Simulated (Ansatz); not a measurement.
**Cu(100) film, 6 layers, flat: channels in plane against thickness**

Wanted: in-plane conductance by layer count, from Cu(100) film, 6 layers, flat.

Method: Ansatz plane-wave DFT, PBE, PAW files; ballistic transport by layer matching (Landauer), zero bias; PAW set soft_1, in Ansatz 0.2.0.

## Step 1: Starting point

The cell holds 6 atoms: 6 Cu. Cell: a = 20.037 Å, b = 2.556 Å, c = 2.556 Å, α = 90.0°, β = 90.0°, γ = 90.0°. It derives from Cu. Vacuum lies along a. The structure's axis is c.

## Step 2: With 6 layers

Vacuum lies along the first vector, which takes one k-point, and the current runs in the film's plane. One period is a perfect wire, so its channels are the result. Energies from -0.27 to 0.27 eV in steps of 0.036 eV cover the slope of the Fermi function at 300 K, so the program can form a conductance.

Contents of input.yaml:

```yaml
crystal:
  lattice:
    - [20.0374, 0.0, 0.0]
    - [0.0, 2.5561627297, 0.0]
    - [0.0, 0.0, 2.5561627297]
  atoms:
    - { symbol: Cu, position: [0.2245800353, 0.0, 0.0] }
    - { symbol: Cu, position: [0.3147853514, 0.5, 0.5] }
    - { symbol: Cu, position: [0.4049906675, 0.0, 0.0] }
    - { symbol: Cu, position: [0.4951959835, 0.5, 0.5] }
    - { symbol: Cu, position: [0.5854012996, 0.0, 0.0] }
    - { symbol: Cu, position: [0.6756066156, 0.5, 0.5] }
kpoints:
  mp_grid: { grid: [1, 16, 16] }
hamiltonian:
  xc: pbe
  pseudopotentials: { kind: paw, azcp: { folder: soft_1 } }
scf:
  occupations: { method: fermi_dirac, width: 0.1 }
output:
  transmission:
    leads: [[0, 0]]
    kmesh: [1, 36]
    e_range: [-0.27, 0.27]
    de: 0.036
```

Started as:

```console
$ ansatz run input.yaml --threads 4 --pin off --max-ram 15360MiB --backend cpu --events-out ev --progress --plain --runs-dir out
```

Numbers of over 12 decimals in the logs are rounded to 6 here.

Log:

```text
Engine: ansatz 0.2.0, aarch64-unknown-linux-gnu
Pseudopotentials: kind: paw
Pseudopotential: Cu, paw, valence charge 19, recommended cutoff 420 eV (normal), soft_1/Cu.paw.azcp
Functional definition: PBE
  parameter kappa = 0.804
  parameter beta = 0.066725
  exchange = pbe_x(kappa = kappa, mu = beta*pi^2/3)
  correlation = pbe_c(beta = beta)
Crystal: 6 atoms, lattice volume = 130.924 Å³
Basis set: ecut = 420 eV, 2559 PW (Γ)
Bands: 69, of which v1, the nominal top of the filled ones, is band 57 counted from 1 (56 counted from 0)
Symmetry: 16 space group operations
Space group: P4/nmm (ITA 129), of the structure as read, at distance tolerance 5.1e-5 Å
k-points: 45 of 256
Non-local potential: Cu, projectors of the file, l = 0: 3, l = 1: 2, l = 2: 3, l = 3: 1
PAW form: soft (Blöchl's): semilocal exchange-correlation on the pseudo side does not see the compensation charge
PAW one-centre angular grid: Cu, 590 points (default); XC on 64 Gauss nodes
Initial density: superposition of atomic densities (neutral atoms: chi_scale 0, normalization atom)
Initial wavefunctions: pseudopotential atomic-orbital guess
Functional: x = pbe(κ = 0.804, μ = 0.219515), c = pbe(β = 0.066725)
SCF iter   1: F=—  HF=-39754.872410 eV  |F-HF|=—  |Δ(HF+E_count)|=         —  Δρ=1.87e-1  dr2=2.78e1  ethr=3.10e-3  ⟨swp⟩=6.7  Hψ=12244  notcnv=0  defer=38
preconditioner: auto → LDOS  [metal: Δε(μ)=0.039 eV  Ē_g=8.121 eV  σ=0.100 eV  W_gap=0.10  n_scr=44 (ndim 8)  ℏωp=26.4 eV  f_vac=0.422  D(μ)=2.63/eV (n_scr^D=12)  β→1.0]
SCF iter   2: F=—  HF=-39786.050263 eV  |F-HF|=—  |Δ(HF+E_count)|=    3.12e1  Δρ=3.84e-1  dr2=1.10e2  ethr=3.10e-3  ⟨swp⟩=4.0  Hψ=10222  notcnv=0  defer=164  recentre
SCF iter   3: F=—  HF=-39750.244924 eV  |F-HF|=—  |Δ(HF+E_count)|=    3.58e1  Δρ=4.56e-2  dr2=1.78e0  ethr=3.10e-3  ⟨swp⟩=4.0  Hψ=8519  notcnv=0  defer=175
SCF iter   4: F=—  HF=-39749.937602 eV  |F-HF|=—  |Δ(HF+E_count)|=   3.07e-1  Δρ=1.45e-2  dr2=1.50e-1  ethr=1.56e-3  ⟨swp⟩=2.0  Hψ=5296  notcnv=0  defer=194
SCF iter   5: F=—  HF=-39749.909812 eV  |F-HF|=—  |Δ(HF+E_count)|=   2.78e-2  Δρ=4.86e-3  dr2=1.90e-2  ethr=1.31e-4  ⟨swp⟩=2.0  Hψ=5105  notcnv=0  defer=194
SCF iter   6: F=—  HF=-39749.912521 eV  |F-HF|=—  |Δ(HF+E_count)|=   2.71e-3  Δρ=1.01e-3  dr2=1.29e-3  ethr=1.67e-5  ⟨swp⟩=2.0  Hψ=4569  notcnv=0  defer=194
SCF iter   7: F=—  HF=-39749.913550 eV  |F-HF|=—  |Δ(HF+E_count)|=   1.03e-3  Δρ=3.48e-4  dr2=1.17e-4  ethr=1.13e-6  ⟨swp⟩=2.0  Hψ=4535  notcnv=0  defer=194
SCF iter   8: F=—  HF=-39749.913554 eV  |F-HF|=—  |Δ(HF+E_count)|=   4.29e-6  Δρ=1.01e-4  dr2=1.58e-5  ethr=1.03e-7  ⟨swp⟩=2.0  Hψ=4160  notcnv=0  defer=194
SCF iter   9: F=—  HF=-39749.913554 eV  |F-HF|=—  |Δ(HF+E_count)|=   3.32e-7  Δρ=1.07e-4  dr2=9.41e-6  ethr=1.39e-8  ⟨swp⟩=2.2  Hψ=4581  notcnv=0  defer=194
SCF iter  10: F=—  HF=-39749.913553 eV  |F-HF|=—  |Δ(HF+E_count)|=   1.16e-6  Δρ=2.73e-5  dr2=5.46e-7  ethr=8.25e-9  ⟨swp⟩=2.0  Hψ=4157  notcnv=0  defer=194
SCF iter  11: F=—  HF=-39749.913553 eV  |F-HF|=—  |Δ(HF+E_count)|=   2.99e-8  Δρ=1.21e-5  dr2=1.38e-7  ethr=8.77e-11  ⟨swp⟩=10.4  Hψ=11722  notcnv=0
SCF iter  12: F=-39749.913553 eV  HF=-39749.913553 eV  |F-HF|=3.23e-9  |Δ(HF+E_count)|=   1.83e-8  Δρ=1.70e-6  dr2=5.03e-9  ethr=8.77e-11  ⟨swp⟩=2.8  Hψ=6600  notcnv=0
SCF 1 converged in 12 iterations: F = -39749.913553 eV  dr2 = 5.03e-9
  greatest PAW one-centre occupation: 1.000 electrons in one spin orbital (limit 2), on the Cu atom at site 5 (counted from 0), in its partial waves of l = 0
transmission: 8 of 76 steps passed
transmission: 16 of 76 steps passed
[...]
transmission: 76 of 76 steps passed
SCF converged after 12 iterations
Free energy (F): -39749.913553 eV
Harris-Foulkes:  -39749.913553 eV  (|F-HF|=3.23e-9)
Internal energy: -39749.849417 eV  (E = F + TS)
E sigma→0 (E₀):  -39749.881485 eV
Entropy (-TS):   -0.064136 eV (-10.689 meV/atom)
Fermi energy:    6.823921 eV
--- Per-component energies (eV) ---
  E_band       = -3272.194832
  E_kinetic    = 1567.898065
  E_local      = -156758.352376  (includes V_loc(G=0)·N_el)
  E_nonlocal   = 5349.225881
  E_hartree    = 75780.977840
  E_xc         = -410.611518
  E_vxc        = -529.914699  (∫ρ·V_xc dr)
  E_paw        = -10897.812775  (= ΣΔE_a)
  E_vpaw       = -4462.998827  (= ΣTr[D̂ρ^β])
  E_aug_tail   = 0.005787  (compensation charges beyond the density's cutoff)
  E_ewald      = 45618.819679
  E_smearing   = -0.064136  (= −TS)
  E_closure    = -0.000000  (closes the sum)
  Σ components = -39749.913553   (vs F -39749.913553, Δ=0.00e0)
--- Band table (eV; the first three rows and the last of 45) ---
  k-point 0: bands = [... 53 lower, 5.2708, 5.3372, 5.3828, 5.3828, 5.3842, 5.3870, 6.9684, 8.0136, ... 8 higher]
  k-point 1: bands = [... 53 lower, 5.2415, 5.2979, 5.3345, 5.3679, 5.4063, 5.6151, 7.1518, 8.2247, ... 8 higher]
  k-point 2: bands = [... 53 lower, 5.1109, 5.2764, 5.2895, 5.3551, 5.4006, 6.0412, 7.6070, 8.7687, ... 8 higher]
  k-point 44: bands = [... 53 lower, 5.7674, 8.8346, 8.8346, 10.1774, 10.1774, 11.9259, 11.9259, 13.9204, ... 8 higher]
--- Transmission ---
  basis      : 455 plane waves across, 4 finite elements along
  points     : 19, standing for a mesh of 1 x 36
  filling    : by the input's occupations and mesh, since the crystals that have channels conduct as metals do. If one of these is a semiconductor, that mesh has misplaced its level
  energies   : 16 from -0.270000 to 0.270000 eV about the Fermi level, 0.036000 eV apart; the leads are filled to 0.000000 eV, and channels, transmission and decay are at 0.018000 eV
  crystal 0  : Cu6, at the sites [0, 0], period 2.5562 Å: whole cells are its period
    offset         : up to 0.0000 Å between an atom of the period and one for which it stands
    filled         : 8.6 meV over the level at which it is neutral
    channels       : 4.138889e0 a spin
    conductance    : 6.0392e14 S/m² at 300 K; may be off by some 0.0 % by where its bands' edges are placed, 5.8 % from the k-mesh, 0.6 % from the distance to neutral
```

Elapsed: 10 min, on 4 threads of Arm Neoverse V2, shared host; peak memory 2.3 GiB.

Reading the cycles: dr2 is the Hartree energy of the density residual (eV), the measure of convergence; HF is the Harris–Foulkes estimate of the energy, which meets the free energy F at convergence.

This step gave:

```yaml
free_energy: -39749.9136 eV
energy_at_zero_smearing: -39749.8815 eV
fermi_energy: 6.824 eV
cell_area: 51.22 Å²
estimated_errors_of_the_lead_s_conductance: 0, 5.8, 0.6 % (band edges, k-mesh, distance from neutral)
lead_conductance_per_cell: 3.992 G₀
```

Per spin. Open channels, zone mean, lead against energy, zero at the Fermi level:

```tsv
energy (eV)	open channels, zone mean, lead
-0.270	3.92
-0.234	3.81
-0.198	3.92
-0.162	3.97
-0.126	3.97
-0.090	3.97
-0.054	3.75
-0.018	3.86
0.018	4.14
0.054	4.14
0.090	4.03
0.126	4.03
0.162	4.06
0.198	4.11
0.234	4.22
0.270	4.28
```

The program's largest error estimate for it is 5.8 %, from the k-mesh.

## Step 3: With 7 layers, thickness 12.652 A

The film grows to 7 layers.

System of this step: Cu(100) film, 7 layers, flat. The cell holds 7 atoms: 7 Cu. Cell: a = 21.845 Å, b = 2.556 Å, c = 2.556 Å, α = 90.0°, β = 90.0°, γ = 90.0°. It derives from Cu. Vacuum lies along a. The structure's axis is c.

input.yaml, the sections that differ from step 2:

```yaml
crystal:
  lattice:
    - [21.84488, 0.0, 0.0]
    - [0.0, 2.5561627297, 0.0]
    - [0.0, 0.0, 2.5561627297]
  atoms:
    - { symbol: Cu, position: [0.2059979272, 0.0, 0.0] }
    - { symbol: Cu, position: [0.2887395124, 0.5, 0.5] }
    - { symbol: Cu, position: [0.3714810976, 0.0, 0.0] }
    - { symbol: Cu, position: [0.4542226828, 0.5, 0.5] }
    - { symbol: Cu, position: [0.5369642681, 0.0, 0.0] }
    - { symbol: Cu, position: [0.6197058533, 0.5, 0.5] }
    - { symbol: Cu, position: [0.7024474385, 0.0, 0.0] }
# kpoints, hamiltonian, scf, output: as in step 2
```

Log:

```text
[...]
Crystal: 7 atoms, lattice volume = 142.734 Å³
Basis set: ecut = 420 eV, 2813 PW (Γ)
Bands: 80, of which v1, the nominal top of the filled ones, is band 67 counted from 1 (66 counted from 0)
Symmetry: 16 space group operations
[...]
k-points: 45 of 256
[...]
k-point 44: bands = [... 63 lower, 9.4970, 9.4970, 10.5903, 10.5903, 12.0300, 12.0300, 13.6952, 13.6952, ... 9 higher]
--- Transmission ---
  basis      : 497 plane waves across, 4 finite elements along
  points     : 19, standing for a mesh of 1 x 36
[...]
crystal 0  : Cu7, at the sites [0, 0], period 2.5562 Å: whole cells are its period
[...]
filled         : 3.7 meV over the level at which it is neutral
    channels       : 4.611111e0 a spin
[...]
[key lines of the parts left out:]
SCF converged after 13 iterations
Free energy (F): -46375.100193 eV
Fermi energy:    7.617304 eV
```

Run time: 15 min. Hardware: 4 threads; peak memory 2.8 GiB.

This step gave:

| Property | Result |
| --- | --- |
| free energy | -46375.1002 eV |
| energy at zero smearing | -46375.0622 eV |
| Fermi energy | 7.617 eV |
| cell area | 55.84 Å² |
| estimated errors of the lead's conductance | 0, 5.7, 0.2 % (band edges, k-mesh, distance from neutral) |
| lead conductance per cell | 4.627 G₀ |

Per spin. Table of open channels, zone mean, lead by energy, zero at the Fermi level:

```tsv
energy (eV)	open channels, zone mean, lead
-0.270	4.33
-0.234	4.5
-0.198	4.39
-0.162	4.39
-0.126	4.44
-0.090	4.44
-0.054	4.44
-0.018	4.5
0.018	4.61
0.054	4.78
0.090	4.89
0.126	4.78
0.162	4.89
0.198	4.83
0.234	5.06
0.270	5.11
```

The lead conductance per cell is 4.63 G₀, 16 % over the 3.99 G₀ of the last finished run.

## Step 4: With 8 layers, thickness 14.46 A

The film grows to 8 layers.

System of this step: Cu(100) film, 8 layers, flat. The cell holds 8 atoms: 8 Cu. Its edges and angles: a = 23.652 Å, b = 2.556 Å, c = 2.556 Å, α = 90.0°, β = 90.0°, γ = 90.0°. It derives from Cu. Vacuum lies along a. The structure's axis is c.

input.yaml, the sections that differ from step 3:

```yaml
crystal:
  lattice:
    - [23.65236, 0.0, 0.0]
    - [0.0, 2.5561627297, 0.0]
    - [0.0, 0.0, 2.5561627297]
  atoms:
    - { symbol: Cu, position: [0.1902558561, 0.0, 0.0] }
    - { symbol: Cu, position: [0.266674446, 0.5, 0.5] }
    - { symbol: Cu, position: [0.343093036, 0.0, 0.0] }
    - { symbol: Cu, position: [0.4195116259, 0.5, 0.5] }
    - { symbol: Cu, position: [0.4959302158, 0.0, 0.0] }
    - { symbol: Cu, position: [0.5723488058, 0.5, 0.5] }
    - { symbol: Cu, position: [0.6487673957, 0.0, 0.0] }
    - { symbol: Cu, position: [0.7251859857, 0.5, 0.5] }
# kpoints, hamiltonian, scf, output: as in step 3
```

Log:

```text
[...]
Crystal: 8 atoms, lattice volume = 154.544 Å³
Basis set: ecut = 420 eV, 3043 PW (Γ)
Bands: 92, of which v1, the nominal top of the filled ones, is band 76 counted from 1 (75 counted from 0)
Symmetry: 16 space group operations
[...]
k-points: 45 of 256
[...]
k-point 44: bands = [... 72 lower, 10.0751, 10.0751, 10.9829, 10.9829, 12.1938, 12.1938, 13.6076, 13.6076, ... 12 higher]
--- Transmission ---
  basis      : 539 plane waves across, 4 finite elements along
  points     : 19, standing for a mesh of 1 x 36
[...]
crystal 0  : Cu8, at the sites [0, 0], period 2.5562 Å: whole cells are its period
[...]
filled         : 4.1 meV under the level at which it is neutral
    channels       : 5.305556e0 a spin
[...]
[key lines of the parts left out:]
SCF converged after 12 iterations
Free energy (F): -53000.289066 eV
Fermi energy:    8.265032 eV
```

Wall time 20 min (4 threads); peak memory 3.3 GiB.

This step gave:

| Item | Value |
| --- | --- |
| free energy | -53000.2891 eV |
| energy at zero smearing | -53000.2458 eV |
| Fermi energy | 8.265 eV |
| cell area | 60.46 Å² |
| estimated errors of the lead's conductance | 0, 4.7, 0.2 % (band edges, k-mesh, distance from neutral) |
| lead conductance per cell | 5.225 G₀ |

Per spin. The open channels, zone mean, lead by energy, zero at the Fermi level:

```tsv
energy (eV)	open channels, zone mean, lead
-0.270	5.08
-0.234	5.08
-0.198	5.19
-0.162	5.25
-0.126	5.03
-0.090	5.14
-0.054	5.14
-0.018	5.08
0.018	5.31
0.054	5.53
0.090	5.53
0.126	5.31
0.162	5.42
0.198	5.36
0.234	5.47
0.270	5.58
```

The lead conductance per cell is 5.23 G₀, 13 % over the 4.63 G₀ of the last finished run.

## Step 5: The ladder

Times are for 4 threads of Arm Neoverse V2, shared host. The runs compared:

```tsv
no.	layers	lead conductance per cell (G₀)	time	memory (GiB)
1	6	3.992	10 min	2.3
2	7	4.627	15 min	2.8
3	8	5.225	20 min	3.3
```

The runs together. Open channels, zone mean against energy, zero at the Fermi level:

```tsv
energy (eV)	6	7	8
-0.270	3.92	4.33	5.08
-0.234	3.81	4.5	5.08
-0.198	3.92	4.39	5.19
-0.162	3.97	4.39	5.25
-0.126	3.97	4.44	5.03
-0.090	3.97	4.44	5.14
-0.054	3.75	4.44	5.14
-0.018	3.86	4.5	5.08
0.018	4.14	4.61	5.31
0.054	4.14	4.78	5.53
0.090	4.03	4.89	5.53
0.126	4.03	4.78	5.31
0.162	4.06	4.89	5.42
0.198	4.11	4.83	5.36
0.234	4.22	5.06	5.47
0.270	4.28	5.11	5.58
```

## Step 6: Results

| Property | Result |
| --- | --- |
| conductance per cell, 6 layers | 3.99 G₀ |
| conductance per cell, 7 layers | 4.63 G₀ |
| conductance per cell, 8 layers | 5.23 G₀ |

The conductance per cell width goes from 3.99 G0 at 6 to 5.23 G0 at 8 layers. Over the film's own cross-section (layers × spacing × width) the conductance runs from 1.1 to 1.1×10¹⁵ S/m²; that nominal section leaves out the charge that spills into the vacuum, which flatters the thinnest films. The gains from one thickness to the next are 0.63 and 0.60 G0 per added layer; their spread isn't beyond the error estimates. The film repeats perfectly along the current, so nothing scatters; its faces are clean and not relaxed.

[Logs are printed without paths, hosts, clocks, repeated set-up lines and the standing remarks that a program may print on its own settings, such as how far it seeks lower states.]

[Hosts, paths, dates, database ids (printed as entryN), source tags and the programs' standing remarks are cut or masked in the printed files.]
